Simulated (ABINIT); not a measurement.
# YAlSe3 (Pm-3m): zone-centre phonons, part 3 of 3

Aim: the zone-centre modes of YAlSe3 (Pm-3m).

ABINIT 10.8.3; DFT PBE, scalar-relativistic, plane waves, JTH PAW pseudopotentials.

So far. Step 6 (Linear response at Γ): The acoustic modes at Γ come out as far as 6.0 cm⁻¹ from zero, where they should vanish, a small numerical error. The lowest optical mode is imaginary, 125i cm⁻¹, an instability at this level and on this k mesh. Step 7 (Zone-centre analysis): The rule also moves an optical mode by 0.4 cm⁻¹. The relaxed cell has a = 4.895 Å (conventional setting).

The structure was built from a prototype and need not be the compound's stable phase.

## Step 8: Sum rules set otherwise (asr 0)

Without the rule the raw error of the acoustic modes shows.

anaddb.abi

```
ddb_filepath "gamma_DDB"
output_file "anaddb.abo"
outdata_prefix "anaddb"
asr 0
chneut 0
enunit 2
eivec 1
nph1l 1
qph1l 0.0 0.0 0.0 1.0
```

mrgddb.in

```
gamma_DDB
merged
1
dfpt_gammao_DDB
```

Command:

```
mrgddb < mrgddb.in > mrgddb.log
OMP_NUM_THREADS=1 anaddb anaddb.abi > anaddb.log
```

anaddb.abo, the main output file:

```text
-outvars_anaddb: echo values of input variables ----------------------

 Miscellaneous information :
      enunit         2
       eivec         1
      chneut         0
 First list of wavevector (reduced coord.) :
       nph1l         1
       qph1l
                     0.00000000E+00  0.00000000E+00  0.00000000E+00    1.000E+00

================================================================================

 read the DDB information and perform some checks

  ==== Info on the Cryst% object ====
 Real(R)+Recip(G) space primitive vectors, cartesian coordinates (Bohr,Bohr^-1):
 R(1)=  9.2506079  0.0000000  0.0000000  G(1)=  0.1081010  0.0000000  0.0000000
 R(2)=  0.0000000  9.2506079  0.0000000  G(2)=  0.0000000  0.1081010  0.0000000
 R(3)=  0.0000000  0.0000000  9.2506079  G(3)=  0.0000000  0.0000000  0.1081010
 Unit cell volume ucvol=  7.9160918E+02 bohr^3
 Angles (23,13,12)=  9.00000000E+01  9.00000000E+01  9.00000000E+01 degrees
 Time-reversal symmetry is present
 Reduced atomic positions [iatom, xred, symbol]:
    1)    0.0000000  0.0000000  0.0000000   Y
    2)    0.5000000  0.5000000  0.5000000  Al
    3)    0.5000000  0.5000000  0.0000000  Se
    4)    0.5000000  0.0000000  0.5000000  Se
    5)    0.0000000  0.5000000  0.5000000  Se

 DDB file with 1 blocks has been read.

================================================================================

 Treat the first list of vectors

  Phonon wavevector (reduced coordinates) :  0.00000  0.00000  0.00000
 Phonon energies in Hartree :
  -5.714868E-04 -5.714868E-04 -5.714868E-04 -4.569096E-04 -4.569096E-04
  -4.569096E-04  2.723486E-05  2.723486E-05  2.723486E-05  3.010686E-04
   3.010686E-04  3.010686E-04  1.466962E-03  1.466962E-03  1.466962E-03
 Phonon energies in meV     :
- -1.555095E+01 -1.555095E+01 -1.555095E+01 -1.243314E+01 -1.243314E+01
- -1.243314E+01  7.410984E-01  7.410984E-01  7.410984E-01  8.192493E+00
-  8.192493E+00  8.192493E+00  3.991807E+01  3.991807E+01  3.991807E+01
 Phonon frequencies in cm-1    :
- -1.254269E+02 -1.254269E+02 -1.254269E+02 -1.002801E+02 -1.002801E+02
- -1.002801E+02  5.977361E+00  5.977361E+00  5.977361E+00  6.607691E+01
-  6.607691E+01  6.607691E+01  3.219610E+02  3.219610E+02  3.219610E+02
 Phonon frequencies in Thz     :
- -3.760202E+00 -3.760202E+00 -3.760202E+00 -3.006321E+00 -3.006321E+00
- -3.006321E+00  1.791968E-01  1.791968E-01  1.791968E-01  1.980936E+00
-  1.980936E+00  1.980936E+00  9.652147E+00  9.652147E+00  9.652147E+00
 Phonon energies in Kelvin  :
- -1.804613E+02 -1.804613E+02 -1.804613E+02 -1.442807E+02 -1.442807E+02
- -1.442807E+02  8.600089E+00  8.600089E+00  8.600089E+00  9.506993E+01
-  9.506993E+01  9.506993E+01  4.632300E+02  4.632300E+02  4.632300E+02

 Eigendisplacements
 (will be given, for each mode : in cartesian coordinates
   for each atom the real part of the displacement vector,
   then the imaginary part of the displacement vector - absolute values smaller than 1.0d-7 are set to zero)
  Mode number    1   Energy   -5.714868E-04
 Attention : low frequency mode.
   (Could be unstable or acoustic mode)
-  1  0.00000000E+00  0.00000000E+00 -1.99403858E-03
-     0.00000000E+00  0.00000000E+00  0.00000000E+00
-  2  0.00000000E+00  0.00000000E+00 -2.75840344E-04
-     0.00000000E+00  0.00000000E+00  0.00000000E+00
-  3  0.00000000E+00  0.00000000E+00  1.23307126E-04
-     0.00000000E+00  0.00000000E+00  0.00000000E+00
-  4  0.00000000E+00  0.00000000E+00  1.10211826E-03
-     0.00000000E+00  0.00000000E+00  0.00000000E+00
-  5  0.00000000E+00  0.00000000E+00  1.10211826E-03
-     0.00000000E+00  0.00000000E+00  0.00000000E+00
  Mode number    2   Energy   -5.714868E-04
 Attention : low frequency mode.
   (Could be unstable or acoustic mode)
-  1  0.00000000E+00  1.99403858E-03  0.00000000E+00
-     0.00000000E+00  0.00000000E+00  0.00000000E+00
-  2  0.00000000E+00  2.75840344E-04  0.00000000E+00
-     0.00000000E+00  0.00000000E+00  0.00000000E+00
-  3  0.00000000E+00 -1.10211826E-03  0.00000000E+00
-     0.00000000E+00  0.00000000E+00  0.00000000E+00
-  4  0.00000000E+00 -1.23307126E-04  0.00000000E+00
-     0.00000000E+00  0.00000000E+00  0.00000000E+00
-  5  0.00000000E+00 -1.10211826E-03  0.00000000E+00
-     0.00000000E+00  0.00000000E+00  0.00000000E+00
  Mode number    3   Energy   -5.714868E-04
 Attention : low frequency mode.
   (Could be unstable or acoustic mode)
-  1  1.99403858E-03  0.00000000E+00  0.00000000E+00
-     0.00000000E+00  0.00000000E+00  0.00000000E+00
-  2  2.75840344E-04  0.00000000E+00  0.00000000E+00
-     0.00000000E+00  0.00000000E+00  0.00000000E+00
-  3 -1.10211826E-03  0.00000000E+00  0.00000000E+00
-     0.00000000E+00  0.00000000E+00  0.00000000E+00
-  4 -1.10211826E-03  0.00000000E+00  0.00000000E+00
-     0.00000000E+00  0.00000000E+00  0.00000000E+00
-  5 -1.23307126E-04  0.00000000E+00  0.00000000E+00
-     0.00000000E+00  0.00000000E+00  0.00000000E+00
  Mode number    4   Energy   -4.569096E-04
 Attention : low frequency mode.
   (Could be unstable or acoustic mode)
-  1  0.00000000E+00  0.00000000E+00  0.00000000E+00
-     0.00000000E+00  0.00000000E+00  0.00000000E+00
-  2  0.00000000E+00  0.00000000E+00  0.00000000E+00
-     0.00000000E+00  0.00000000E+00  0.00000000E+00
-  3  0.00000000E+00  0.00000000E+00  0.00000000E+00
-     0.00000000E+00  0.00000000E+00  0.00000000E+00
-  4  0.00000000E+00  0.00000000E+00  1.86380890E-03
-     0.00000000E+00  0.00000000E+00  0.00000000E+00
-  5  0.00000000E+00  0.00000000E+00 -1.86380890E-03
-     0.00000000E+00  0.00000000E+00  0.00000000E+00
  Mode number    5   Energy   -4.569096E-04
 Attention : low frequency mode.
   (Could be unstable or acoustic mode)
-  1  0.00000000E+00  0.00000000E+00  0.00000000E+00
-     0.00000000E+00  0.00000000E+00  0.00000000E+00
-  2  0.00000000E+00  0.00000000E+00  0.00000000E+00
-     0.00000000E+00  0.00000000E+00  0.00000000E+00
-  3  0.00000000E+00  1.86380890E-03  0.00000000E+00
-     0.00000000E+00  0.00000000E+00  0.00000000E+00
-  4  0.00000000E+00  0.00000000E+00  0.00000000E+00
-     0.00000000E+00  0.00000000E+00  0.00000000E+00
-  5  0.00000000E+00 -1.86380890E-03  0.00000000E+00
-     0.00000000E+00  0.00000000E+00  0.00000000E+00
  Mode number    6   Energy   -4.569096E-04
 Attention : low frequency mode.
   (Could be unstable or acoustic mode)
-  1  0.00000000E+00  0.00000000E+00  0.00000000E+00
-     0.00000000E+00  0.00000000E+00  0.00000000E+00
-  2  0.00000000E+00  0.00000000E+00  0.00000000E+00
-     0.00000000E+00  0.00000000E+00  0.00000000E+00
-  3  1.86380890E-03  0.00000000E+00  0.00000000E+00
-     0.00000000E+00  0.00000000E+00  0.00000000E+00
-  4 -1.86380890E-03  0.00000000E+00  0.00000000E+00
-     0.00000000E+00  0.00000000E+00  0.00000000E+00
-  5  0.00000000E+00  0.00000000E+00  0.00000000E+00
-     0.00000000E+00  0.00000000E+00  0.00000000E+00
  Mode number    7   Energy    2.723486E-05
-  1  0.00000000E+00  0.00000000E+00  1.23910325E-03
-     0.00000000E+00  0.00000000E+00  0.00000000E+00
-  2  0.00000000E+00  0.00000000E+00  1.25891403E-03
-     0.00000000E+00  0.00000000E+00  0.00000000E+00
-  3  0.00000000E+00  0.00000000E+00  1.25425931E-03
-     0.00000000E+00  0.00000000E+00  0.00000000E+00
-  4  0.00000000E+00  0.00000000E+00  1.24580507E-03
-     0.00000000E+00  0.00000000E+00  0.00000000E+00
-  5  0.00000000E+00  0.00000000E+00  1.24580507E-03
-     0.00000000E+00  0.00000000E+00  0.00000000E+00
  Mode number    8   Energy    2.723486E-05
-  1  0.00000000E+00  1.23910325E-03  0.00000000E+00
-     0.00000000E+00  0.00000000E+00  0.00000000E+00
-  2  0.00000000E+00  1.25891403E-03  0.00000000E+00
-     0.00000000E+00  0.00000000E+00  0.00000000E+00
-  3  0.00000000E+00  1.24580507E-03  0.00000000E+00
-     0.00000000E+00  0.00000000E+00  0.00000000E+00
-  4  0.00000000E+00  1.25425931E-03  0.00000000E+00
-     0.00000000E+00  0.00000000E+00  0.00000000E+00
-  5  0.00000000E+00  1.24580507E-03  0.00000000E+00
-     0.00000000E+00  0.00000000E+00  0.00000000E+00
  Mode number    9   Energy    2.723486E-05
-  1  1.23910325E-03  0.00000000E+00  0.00000000E+00
-     0.00000000E+00  0.00000000E+00  0.00000000E+00
-  2  1.25891403E-03  0.00000000E+00  0.00000000E+00
-     0.00000000E+00  0.00000000E+00  0.00000000E+00
-  3  1.24580507E-03  0.00000000E+00  0.00000000E+00
-     0.00000000E+00  0.00000000E+00  0.00000000E+00
-  4  1.24580507E-03  0.00000000E+00  0.00000000E+00
-     0.00000000E+00  0.00000000E+00  0.00000000E+00
-  5  1.25425931E-03  0.00000000E+00  0.00000000E+00
-     0.00000000E+00  0.00000000E+00  0.00000000E+00
  Mode number   10   Energy    3.010686E-04
-  1  0.00000000E+00  0.00000000E+00 -8.11637574E-04
-     0.00000000E+00  0.00000000E+00  0.00000000E+00
-  2  0.00000000E+00  0.00000000E+00  2.62050948E-03
-     0.00000000E+00  0.00000000E+00  0.00000000E+00
-  3  0.00000000E+00  0.00000000E+00  1.60174311E-03
-     0.00000000E+00  0.00000000E+00  0.00000000E+00
-  4  0.00000000E+00  0.00000000E+00 -8.04268844E-04
-     0.00000000E+00  0.00000000E+00  0.00000000E+00
-  5  0.00000000E+00  0.00000000E+00 -8.04268844E-04
-     0.00000000E+00  0.00000000E+00  0.00000000E+00
  Mode number   11   Energy    3.010686E-04
-  1  0.00000000E+00 -8.11637574E-04  0.00000000E+00
-     0.00000000E+00  0.00000000E+00  0.00000000E+00
-  2  0.00000000E+00  2.62050948E-03  0.00000000E+00
-     0.00000000E+00  0.00000000E+00  0.00000000E+00
-  3  0.00000000E+00 -8.04268844E-04  0.00000000E+00
-     0.00000000E+00  0.00000000E+00  0.00000000E+00
-  4  0.00000000E+00  1.60174311E-03  0.00000000E+00
-     0.00000000E+00  0.00000000E+00  0.00000000E+00
-  5  0.00000000E+00 -8.04268844E-04  0.00000000E+00
-     0.00000000E+00  0.00000000E+00  0.00000000E+00
  Mode number   12   Energy    3.010686E-04
-  1  8.11637574E-04  0.00000000E+00  0.00000000E+00
-     0.00000000E+00  0.00000000E+00  0.00000000E+00
-  2 -2.62050948E-03  0.00000000E+00  0.00000000E+00
-     0.00000000E+00  0.00000000E+00  0.00000000E+00
-  3  8.04268844E-04  0.00000000E+00  0.00000000E+00
-     0.00000000E+00  0.00000000E+00  0.00000000E+00
-  4  8.04268844E-04  0.00000000E+00  0.00000000E+00
-     0.00000000E+00  0.00000000E+00  0.00000000E+00
-  5 -1.60174311E-03  0.00000000E+00  0.00000000E+00
-     0.00000000E+00  0.00000000E+00  0.00000000E+00
  Mode number   13   Energy    1.466962E-03
-  1  0.00000000E+00  0.00000000E+00  4.93159422E-06
-     0.00000000E+00  0.00000000E+00  0.00000000E+00
-  2  0.00000000E+00  0.00000000E+00  3.43564457E-03
-     0.00000000E+00  0.00000000E+00  0.00000000E+00
-  3  0.00000000E+00  0.00000000E+00 -1.67141113E-03
-     0.00000000E+00  0.00000000E+00  0.00000000E+00
-  4  0.00000000E+00  0.00000000E+00  2.45439047E-04
-     0.00000000E+00  0.00000000E+00  0.00000000E+00
-  5  0.00000000E+00  0.00000000E+00  2.45439047E-04
-     0.00000000E+00  0.00000000E+00  0.00000000E+00
  Mode number   14   Energy    1.466962E-03
-  1  0.00000000E+00 -4.93159422E-06  0.00000000E+00
-     0.00000000E+00  0.00000000E+00  0.00000000E+00
-  2  1.07601979E-07 -3.43564457E-03  0.00000000E+00
-     0.00000000E+00  0.00000000E+00  0.00000000E+00
-  3  0.00000000E+00 -2.45439047E-04  0.00000000E+00
-     0.00000000E+00  0.00000000E+00  0.00000000E+00
-  4  0.00000000E+00  1.67141113E-03  0.00000000E+00
-     0.00000000E+00  0.00000000E+00  0.00000000E+00
-  5  0.00000000E+00 -2.45439047E-04  0.00000000E+00
-     0.00000000E+00  0.00000000E+00  0.00000000E+00
  Mode number   15   Energy    1.466962E-03
-  1  4.93159422E-06  0.00000000E+00  0.00000000E+00
-     0.00000000E+00  0.00000000E+00  0.00000000E+00
-  2  3.43564457E-03  1.07601979E-07  0.00000000E+00
-     0.00000000E+00  0.00000000E+00  0.00000000E+00
-  3  2.45439047E-04  0.00000000E+00  0.00000000E+00
-     0.00000000E+00  0.00000000E+00  0.00000000E+00
-  4  2.45439047E-04  0.00000000E+00  0.00000000E+00
-     0.00000000E+00  0.00000000E+00  0.00000000E+00
-  5 -1.67141113E-03  0.00000000E+00  0.00000000E+00
-     0.00000000E+00  0.00000000E+00  0.00000000E+00

 Analysis of degeneracies and characters (maximum tolerance=1.00E-06 a.u.)
 For each vibration mode, or group of modes if degenerate,
 the characters are given for each symmetry operation (see the list in the log file).
 Symmetry characters of vibration mode #   1
       degenerate with vibration modes #   2 to    3
  3.0 -3.0 -1.0  1.0 -1.0  1.0 -1.0  1.0  1.0 -1.0 -1.0  1.0  1.0 -1.0 -1.0  1.0
 -0.0  0.0 -0.0  0.0  0.0 -0.0  0.0 -0.0  1.0 -1.0 -1.0  1.0 -1.0  1.0  1.0 -1.0
 -0.0  0.0  0.0 -0.0  0.0 -0.0 -0.0  0.0  1.0 -1.0  1.0 -1.0 -1.0  1.0 -1.0  1.0
 Symmetry characters of vibration mode #   4
       degenerate with vibration modes #   5 to    6
  3.0 -3.0 -1.0  1.0 -1.0  1.0 -1.0  1.0 -1.0  1.0  1.0 -1.0 -1.0  1.0  1.0 -1.0
 -0.0  0.0  0.0 -0.0 -0.0  0.0  0.0 -0.0 -1.0  1.0  1.0 -1.0  1.0 -1.0 -1.0  1.0
 -0.0  0.0 -0.0  0.0  0.0 -0.0  0.0 -0.0 -1.0  1.0 -1.0  1.0  1.0 -1.0  1.0 -1.0
 Symmetry characters of vibration mode #   7
       degenerate with vibration modes #   8 to    9
  3.0 -3.0 -1.0  1.0 -1.0  1.0 -1.0  1.0  1.0 -1.0 -1.0  1.0  1.0 -1.0 -1.0  1.0
  0.0 -0.0  0.0 -0.0 -0.0  0.0 -0.0  0.0  1.0 -1.0 -1.0  1.0 -1.0  1.0  1.0 -1.0
  0.0 -0.0 -0.0  0.0 -0.0  0.0  0.0 -0.0  1.0 -1.0  1.0 -1.0 -1.0  1.0 -1.0  1.0
 Symmetry characters of vibration mode #  10
       degenerate with vibration modes #  11 to   12
  3.0 -3.0 -1.0  1.0 -1.0  1.0 -1.0  1.0  1.0 -1.0 -1.0  1.0  1.0 -1.0 -1.0  1.0
 -0.0  0.0 -0.0  0.0  0.0 -0.0  0.0 -0.0  1.0 -1.0 -1.0  1.0 -1.0  1.0  1.0 -1.0
 -0.0  0.0  0.0 -0.0  0.0 -0.0 -0.0  0.0  1.0 -1.0  1.0 -1.0 -1.0  1.0 -1.0  1.0
 Symmetry characters of vibration mode #  13
       degenerate with vibration modes #  14 to   15
  3.0 -3.0 -1.0  1.0 -1.0  1.0 -1.0  1.0  1.0 -1.0 -1.0  1.0  1.0 -1.0 -1.0  1.0
 -0.0  0.0 -0.0  0.0  0.0 -0.0  0.0 -0.0  1.0 -1.0 -1.0  1.0 -1.0  1.0  1.0 -1.0
 -0.0  0.0  0.0 -0.0  0.0 -0.0 -0.0  0.0  1.0 -1.0  1.0 -1.0 -1.0  1.0 -1.0  1.0
-
```

Run time: 0.52 s. Hardware: 1 thread of Arm Neoverse V1, shared host.

Read from the output:

- lowest optical zone-centre mode: -125.4 cm⁻¹

Zone-centre frequencies as printed; negative means imaginary. Modes:

```tsv
mode	frequency (cm⁻¹)
1	-125.4
2	-125.4
3	-125.4
4	-100.3
5	-100.3
6	-100.3
7	5.98
8	5.98
9	5.98
10	66.08
11	66.08
12	66.08
13	322
14	322
15	322
```

## Step 9: Results

```yaml
space_group_after_relaxation: Pm-3m
volume_per_atom: 23.5 Å³
highest_optical_zone_centre_mode_no_lo_to_term: 322.0 cm⁻¹
lowest_optical_zone_centre_mode: -125.5 cm⁻¹
imaginary_optical_modes_at_the_zone_centre_no_q_mesh_in_this_session: yes
```

At the PBE level the optical modes of YAlSe3 (Pm-3m) at the zone centre run from 126i to 322 cm⁻¹, so the structure is a saddle point, with 6 modes beyond 10i cm⁻¹ there. These are harmonic frequencies at zero temperature: anharmonic shifts and linewidths and thermal expansion are left out. In a metal the frequencies hang on the k mesh and the smearing, most of all near Kohn anomalies. The structure is a hypothetical one, built on a prototype.

[Host names and launcher messages were left out of these logs when they were recorded.]

[Logs are printed without paths, hosts, clocks, repeated set-up lines and the standing remarks that a program may print on its own settings, such as how far it seeks lower states.]

[Hosts, paths, dates, database ids (printed as entryN), source tags and the programs' standing remarks are cut or masked in the printed files.]
